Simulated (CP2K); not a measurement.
Two runs for the N K edge of 2-silyloxazole. Run A: CP2K XAS_TDP, all-electron GAPW, PBEh(45%), aug-pc-1, TDA, no relativity. Run B differs in one setting.

First lines with a strength over 0.0015. A:

```
              atom  energy (eV)  states  strength, one atom
N3 (bonded to 2 C)       394.82       1              0.0512
                         398.19       1              0.0053
                         399.30       1              0.0022
                         400.25       1              0.0051
                         400.31       1              0.0015
```

B:

```
              atom  energy (eV)  states  strength, one atom
N3 (bonded to 2 C)       399.49       1              0.0506
                         402.86       1              0.0053
                         403.97       1              0.0022
                         404.91       1              0.0051
                         404.98       1              0.0015
```

Q: Which was it: scalar relativity switched on, the basis, the functional, GW2X switched on?

GW2X switched on. GW2X shifts an atom's lines together and keeps their spacings. Against PBEh(45%) in aug-pc-1, the leading line moves by +4.67 eV, to 399.49 eV.

[Banner, clock and machine lines of the logs are left out without a mark of their own.]

[Logs are printed without paths, hosts, clocks, repeated set-up lines and the standing remarks that a program may print on its own settings, such as how far it seeks lower states.]

[Hosts, paths, dates, database ids (printed as entryN), source tags and the programs' standing remarks are cut or masked in the printed files.]
